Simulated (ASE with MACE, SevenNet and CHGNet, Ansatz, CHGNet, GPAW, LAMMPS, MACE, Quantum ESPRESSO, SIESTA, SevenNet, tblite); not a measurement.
# Machine-learned potentials on 47In2O3-53ZnO (mol %) with crystalline order left by the classical run (65 atoms): settings against a plane-wave reference

How do the settings of machine-learned potentials change the result for 47In2O3-53ZnO (mol %) with crystalline order left by the classical run (65 atoms)? A plane-wave run serves as the yardstick.

Method: the method is named at each step, in ASE with MACE, SevenNet and CHGNet.

### Step 1. The structure

The cell holds 65 atoms: 18 In, 10 Zn and 37 O. Cell: a = 9.427 Å, b = 9.427 Å, c = 9.427 Å, α = 90.0°, β = 90.0°, γ = 90.0°. 65 atoms (18 Sc, 10 Zn, 37 O) placed at random at 4.13 g/cm³, melted at 5000 K for 10 ps at fixed volume with the Morse and Coulomb pair potential with partial charges (Pedone, Malavasi, Menziani, Cormack and Segre, J. Phys. Chem. B 110, 11780 (2006)). Quenched from 5000 K to 300 K at 30 K/ps and fixed volume, held 10 ps at zero pressure, then minimised at fixed cell. Then Sc was replaced by In and the cell scaled by 1.027 (the potential has no terms for the new elements, so the cell is a start for a DFT relaxation).

The yardstick, on the same geometry:

```
method                 : Kohn-Sham DFT, PBE, SSSP efficiency 1.3.0 pseudopotentials, plane waves (Quantum ESPRESSO 7.5); sssp-pbe-1.3.0-efficiency, cutoffs 60/480 Ry, Γ point
r.m.s. force component : 0.31 eV/Å
longest force          : 0.9104 eV/Å
pressure               : 2.61 GPa
time                   : 3.4 min on 4 MPI ranks of Arm Neoverse V1, shared host
CPU time               : 14 min
```

### Step 2. MACE MP-0b2 small potential

Method: machine-learned interatomic potential MACE MP-0b2 small, trained on PBE(+U) plane-wave data.

The input, run.py:

```python
import numpy as np
from ase.io import read
import mlip  # loads the published weights by name

atoms = read("structure.xyz")
atoms.calc = mlip.calc("mace-mp-0b2-small")
energy = atoms.get_potential_energy()
forces = atoms.get_forces()
print(f"energy {energy:.6f} eV")
print("forces (eV/A)")
for i, (a, f) in enumerate(zip(atoms, forces)):
    print(f"{i:4d} {a.symbol:2s} {f[0]:10.5f} {f[1]:10.5f} {f[2]:10.5f}")
stress = -atoms.get_stress(voigt=False) * 160.21766
print("stress (GPa, compression positive)")
for row in stress:
    print(" ".join(f"{x:10.4f}" for x in row))
```

The input, structure.xyz:

```xyz
65
Lattice="9.42721 0.00000 0.00000 0.00000 9.42721 0.00000 0.00000 0.00000 9.42721" Properties=species:S:1:pos:R:3 pbc="T T T"
In 6.90468 9.22207 5.72458
In 1.39400 1.10421 2.31174
In 8.95943 4.21019 3.30801
In 7.24161 1.26391 2.22133
In 7.45975 5.79651 6.33848
In 1.10261 5.80085 5.86306
In 2.56354 1.28483 7.98824
In 5.71063 1.61611 8.18942
In 4.08971 1.21272 4.57484
In 4.11243 5.99976 0.81310
In 8.77013 7.48181 3.34279
In 4.15410 7.69072 6.70727
In 0.92830 7.39706 9.26525
In 2.57495 7.56213 3.35637
In 8.88656 1.26381 8.43650
In 0.84213 9.05597 5.77294
In 5.65076 4.44813 3.51805
In 7.31514 5.77794 1.08715
Zn 4.17361 2.86681 1.21356
Zn 3.99883 9.33086 0.88474
Zn 6.59339 7.69930 8.63382
Zn 2.24377 4.15759 8.65729
Zn 5.58732 7.74172 3.17320
Zn 1.11439 2.79027 5.66754
Zn 2.54186 4.25045 3.22882
Zn 8.87930 4.21707 8.62778
Zn 7.34069 2.82741 5.78237
Zn 4.28014 4.41165 6.78448
O 5.61409 4.53232 1.32914
O 9.01288 1.10374 1.14475
O 7.47361 2.84485 7.98211
O 2.38678 1.13588 5.86109
O 4.83870 8.64909 4.87688
O 0.94828 9.11621 7.98937
O 0.99071 5.70327 8.01822
O 7.57637 5.87287 8.43688
O 3.38889 0.09719 2.87181
O 7.35549 5.86863 3.29613
O 8.90645 4.37206 5.57733
O 2.60144 1.41229 0.64492
O 3.99525 2.92206 8.12767
O 1.01201 5.89785 3.59148
O 1.07942 2.79027 3.54670
O 8.79257 4.29136 1.21932
O 7.21813 8.97932 3.51088
O 5.59769 1.34413 0.92867
O 8.88015 7.31872 5.59137
O 2.55157 4.31106 5.71600
O 4.15891 2.95524 3.37532
O 8.69754 1.04972 5.86372
O 2.61690 7.52584 1.08488
O 0.94781 2.71956 7.92282
O 5.71251 1.55540 5.97515
O 0.85995 8.89863 3.59544
O 7.21314 0.06740 8.10250
O 4.20001 6.16464 3.21996
[... 5 atom lines left out ...]
O 4.16089 9.29768 8.12230
O 2.34106 7.49520 5.64718
O 8.83198 7.31401 1.23968
O 6.22809 7.42176 6.65203
```

Run with:

```bash
OMP_NUM_THREADS=1 python run.py > output.txt
```

Log:

```text
energy -335.351805 eV
forces (eV/A)
   0 In    0.42293   -0.11080    0.08040
   1 In   -0.24685    0.04332   -0.33352
   2 In   -0.11267    0.07154   -0.69277
   3 In    0.17108    0.18323   -0.20855
   4 In   -0.14011    0.11550   -0.11798
   5 In    0.43769    0.11928    0.15479
   6 In    0.14782   -0.50389   -0.07382
   7 In    0.15165   -0.00832    0.12670
   8 In    0.13720   -0.01617    0.02571
   9 In    0.07436    0.06527   -0.09971
  10 In    0.16331   -0.15407   -0.28725
  11 In   -0.57148   -0.20907    0.22585
  12 In   -0.20658   -0.18127    0.26405
  13 In    0.04290   -0.43217   -0.03190
  14 In   -0.30307   -0.42188    0.02286
  15 In   -0.24082   -0.06893    0.23154
  16 In    0.04421    0.20116   -0.09983
  17 In    0.16234   -0.46137    0.10967
  18 Zn    0.13631   -0.00242   -0.04116
  19 Zn    0.07000   -0.34746    0.00216
  20 Zn    0.27865    0.40518    0.28120
  21 Zn   -0.19079    0.47652    0.35908
  22 Zn   -0.02351   -0.13112   -0.03468
  23 Zn    0.27568    0.02618    0.05460
[...]
57 O     0.07083    0.80488   -0.10059
  58 O    -0.10181   -0.25102    0.51706
  59 O    -0.14332   -0.72137   -0.07647
  60 O    -0.27860   -0.51911    0.43038
  61 O     0.37091    0.07803    0.48323
  62 O     0.28947    0.28649   -0.24060
  63 O     0.02175    0.39509   -0.33908
  64 O     0.03177    0.34953    0.25253
stress (GPa, compression positive)
    5.7550    -0.1057     0.2345
   -0.1057     3.8642     0.0003
    0.2345     0.0003     0.9005
```

Elapsed: 8.9 s, on 1 thread of Arm Neoverse V1, shared host; peak memory 0.67 GiB.

Banners, paths, timers and routine set-up lines are dropped from the logs unmarked, and long logs keep their key lines alone; longer cuts are marked.

Against the reference:

```yaml
r_m_s_force_component: 0.296 eV/Å
r_m_s_difference_of_force_components: 68.43 meV/Å
longest_difference_of_force_vectors: 267.3 meV/Å
force_difference_over_r_m_s_force: 22.07 %
slope_of_forces_against_the_reference_s: 0.9313
correlation_of_force_components: 0.9756
pressure: 3.507 GPa
pressure_difference: 0.8963 GPa
```

Length of the force difference by element (eV/Å):

| element | atoms | mean | most |
| --- | --- | --- | --- |
| In | 18 | 0.10 | 0.19 |
| O | 37 | 0.11 | 0.25 |
| Zn | 10 | 0.11 | 0.27 |

Local excerpt of 9 atoms (numbers count through the whole input) about O52, which has 5 bonded neighbours where the commonest count for O is 4; x, y, z are measured from there.

| atom | x | y | z | distance (Å) | bonds | Fx | Fy | Fz (eV/Å) |
| --- | --- | --- | --- | --- | --- | --- | --- | --- |
| O52 | 0.00 | 0.00 | 0.00 | 0.00 | 5 | 0.03 | 0.74 | -0.36 |
| Zn22 | 1.30 | 1.44 | 0.73 | 2.07 | 4 | -0.19 | 0.48 | 0.36 |
| In15 | -1.49 | -1.46 | 0.51 | 2.14 | 6 | -0.30 | -0.42 | 0.02 |
| In7 | 1.62 | -1.43 | 0.07 | 2.16 | 6 | 0.15 | -0.50 | -0.07 |
| Zn26 | -1.50 | 1.50 | 0.70 | 2.23 | 5 | -0.22 | 0.18 | 0.44 |
| Zn24 | 0.17 | 0.07 | -2.26 | 2.26 | 5 | 0.28 | 0.03 | 0.05 |
| O31 | -2.90 | 0.13 | 0.06 | 2.90 | 4 | 0.28 | 0.39 | -0.39 |
| O32 | 1.44 | -1.58 | -2.06 | 2.97 | 4 | -0.08 | 0.38 | -0.40 |
| O35 | 0.04 | 2.98 | 0.10 | 2.99 | 4 | -0.05 | -0.70 | 0.49 |

Atoms are counted from 1 here, from 0 in the log.

Forces lie 22 % from the reference's, at 0.010 times its CPU time (on 1 against 4 cores).

### Step 3. SevenNet 0 potential

Method: machine-learned interatomic potential SevenNet 0, trained on PBE(+U) plane-wave data.

Edit run.py of step 2 so:

```diff
@@ -5,3 +5,3 @@
 atoms = read("structure.xyz")
-atoms.calc = mlip.calc("mace-mp-0b2-small")
+atoms.calc = mlip.calc("7net-0")
 energy = atoms.get_potential_energy()
```

structure.xyz is that of step 2.

Log:

```text
energy -335.646301 eV
forces (eV/A)
   0 In    0.43591   -0.04385    0.18543
   1 In   -0.27172    0.03591   -0.28482
   2 In   -0.17524    0.13445   -0.76897
   3 In    0.18573    0.17547   -0.26176
   4 In   -0.17849    0.10534   -0.07122
   5 In    0.49673    0.10463    0.13476
   6 In    0.24041   -0.48198   -0.07724
   7 In    0.23153   -0.12975    0.04791
   8 In    0.11361   -0.01027    0.14615
   9 In    0.12529    0.07421   -0.23503
  10 In    0.13273   -0.17667   -0.32182
  11 In   -0.54285   -0.21049    0.28097
  12 In   -0.16759   -0.18200    0.27824
  13 In    0.09308   -0.28801   -0.00816
  14 In   -0.43312   -0.41669   -0.02378
  15 In   -0.24535    0.03778    0.23497
  16 In    0.04897    0.18104   -0.13274
  17 In    0.21487   -0.45618    0.16665
  18 Zn    0.06739    0.09888   -0.06893
  19 Zn    0.04459   -0.38419   -0.02436
  20 Zn    0.21181    0.50836    0.21065
  21 Zn   -0.15786    0.49178    0.32053
  22 Zn   -0.01682   -0.08122    0.00799
  23 Zn    0.29762    0.02178    0.11340
[...]
57 O     0.05941    0.79247   -0.01375
  58 O    -0.15148   -0.21072    0.58403
  59 O    -0.19875   -0.74941   -0.03063
  60 O    -0.28627   -0.51699    0.26726
  61 O     0.25799    0.13766    0.52366
  62 O     0.17342    0.29682   -0.32828
  63 O     0.03314    0.40258   -0.27571
  64 O     0.17053    0.29283    0.12263
stress (GPa, compression positive)
    5.6401    -0.0497     0.2620
   -0.0497     3.6431    -0.0409
    0.2620    -0.0409     0.5685
```

Run time: 9.6 s. Hardware: 1 thread; peak memory 0.83 GiB.

Against the reference:

```
r.m.s. force component                  : 0.3045 eV/Å
r.m.s. difference of force components   : 57.36 meV/Å
longest difference of force vectors     : 258.7 meV/Å
force difference over r.m.s. force      : 18.5 %
slope of forces against the reference's : 0.9653
correlation of force components         : 0.9827
pressure                                : 3.284 GPa
pressure difference                     : 0.6736 GPa
```

Against the first run (22 %), the force difference from the reference is 19 %, at 1.1 times the CPU time.

### Step 4. CHGNet r2SCAN potential

Method: machine-learned interatomic potential CHGNet r2SCAN, trained on r2SCAN plane-wave data.

Edit run.py of step 3 so:

```diff
@@ -5,3 +5,3 @@
 atoms = read("structure.xyz")
-atoms.calc = mlip.calc("7net-0")
+atoms.calc = mlip.calc("chgnet-r2scan")
 energy = atoms.get_potential_energy()
```

structure.xyz is that of step 3.

Log:

```text
CHGNet vr2scan initialized with 412,525 parameters
CHGNet will run on cpu
energy -825.347473 eV
forces (eV/A)
   0 In    0.15515   -0.05609    0.15602
   1 In   -0.16633    0.02741   -0.20909
   2 In   -0.21393    0.16834   -0.49781
   3 In    0.19935    0.17538   -0.11304
   4 In   -0.06042    0.21039   -0.04099
   5 In    0.27766    0.15437   -0.01487
   6 In    0.12544   -0.41285   -0.04559
   7 In    0.19256   -0.18692   -0.03261
   8 In    0.09323   -0.06016    0.02591
   9 In    0.05392   -0.00123    0.00403
  10 In    0.12157   -0.19821   -0.13296
  11 In   -0.27369   -0.14205    0.19535
  12 In   -0.11550   -0.08711    0.22674
  13 In    0.01415   -0.17773   -0.00745
  14 In   -0.31923   -0.30767   -0.05284
  15 In   -0.14878   -0.05783    0.14294
  16 In    0.11323    0.07672   -0.21932
  17 In    0.15718   -0.31161    0.24647
  18 Zn    0.01366    0.11236    0.06178
  19 Zn   -0.10912   -0.07853   -0.01255
  20 Zn    0.24080    0.27730    0.08275
  21 Zn   -0.10130    0.15365    0.37240
  22 Zn   -0.01345   -0.17798    0.06196
  23 Zn    0.34541    0.09041    0.05418
[...]
57 O     0.09360    0.52697   -0.11911
  58 O    -0.05548   -0.22102    0.42091
  59 O     0.03246   -0.56913   -0.15197
  60 O    -0.19537   -0.40820    0.32086
  61 O     0.14863    0.13998    0.42332
  62 O     0.18719    0.27401   -0.21405
  63 O     0.06255    0.23147   -0.22650
  64 O     0.08649    0.19372    0.28211
stress (GPa, compression positive)
   -0.6673    -0.0653     0.2276
   -0.0653    -1.8330    -0.0704
    0.2276    -0.0704    -4.2452
```

Elapsed: 4.4 s, on 1 thread; peak memory 0.93 GiB.

Compared with the plane-wave run:

```yaml
r_m_s_force_component: 0.2393 eV/Å
r_m_s_difference_of_force_components: 110.9 meV/Å
longest_difference_of_force_vectors: 351.4 meV/Å
force_difference_over_r_m_s_force: 35.76 %
slope_of_forces_against_the_reference_s: 0.7339
correlation_of_force_components: 0.9509
pressure: -2.248 GPa
pressure_difference: -4.859 GPa
```

Against the first run (22 %), the force difference from the reference is 36 %, at 0.52 times the CPU time; this potential was trained at another functional than the reference's, which explains only part of so large a difference.

### Step 5. All runs compared

Differences are against the plane-wave reference, forces as r.m.s. over components; share is that over the reference's r.m.s. force, slope the least-squares factor from reference forces to these. Total energies of different programs have different zeros and aren't compared.

| run | Δ force, r.m.s. (meV/Å) | share (%) | slope | Δ pressure (GPa) | cores | CPU time | memory (GiB) |
| --- | --- | --- | --- | --- | --- | --- | --- |
| reference | - | - | - | - | 4 | 14 min | 2.6 |
| MACE MP-0b2 small potential | 68.4 | 22.1 | 0.931 | 0.896 | 1 | 8.3 s | 0.67 |
| SevenNet 0 potential | 57.4 | 18.5 | 0.965 | 0.674 | 1 | 9.4 s | 0.83 |
| CHGNet r2SCAN potential | 111 | 35.8 | 0.734 | -4.86 | 1 | 4.3 s | 0.93 |

Times of the machine-learned potentials are mostly Python's start and the loading of weights.

CPU time is summed over cores on a shared host, where runs went side by side, so it is rough. Symmetry, cutoffs, thresholds, outputs and thread counts weren't matched or tuned between programs; memory under MPI is the largest rank's times the ranks.

### Step 6. Results

```
nearest in forces : SevenNet 0 potential, 19 %
its CPU time      : 9.4 s
```

**Reading.** Machine-learned potentials differ by 19 % (SevenNet 0 potential) to 36 % (CHGNet r2SCAN potential); they were trained on other programs' data, some at another functional. The reference's pressure holds the uncorrected Pulay stress of its 60 Ry basis, so small pressure differences, and their order, may be the reference's own error. Machine-learned potentials mimic data converged in k, so the reference's own k-point error enters their differences. The quench rate of 30 K/ps is many orders above laboratory rates, so the cell is likely richer in defects and strain than a real sample. The network of bonds at the start is that of the classical potential that made the cell, and needn't be the one that DFT or experiment would give. The reference's stress is far from hydrostatic: its diagonal is 5.5, 3.4, -1.0 GPa, compression counted positive. The reference's pressure of 2.6 GPa belongs to a cell and atoms that aren't relaxed at this level. The electronic-structure runs sample only Γ, in a cell whose shortest periodic width is 9 Å.

[Also dropped from logs without a mark: logging warnings of Python, and SIESTA's first energy breakdown and zero terms.]

[Logs are printed without paths, hosts, clocks, repeated set-up lines and the standing remarks that a program may print on its own settings, such as how far it seeks lower states.]

[Hosts, paths, dates, database ids (printed as entryN), source tags and the programs' standing remarks are cut or masked in the printed files.]
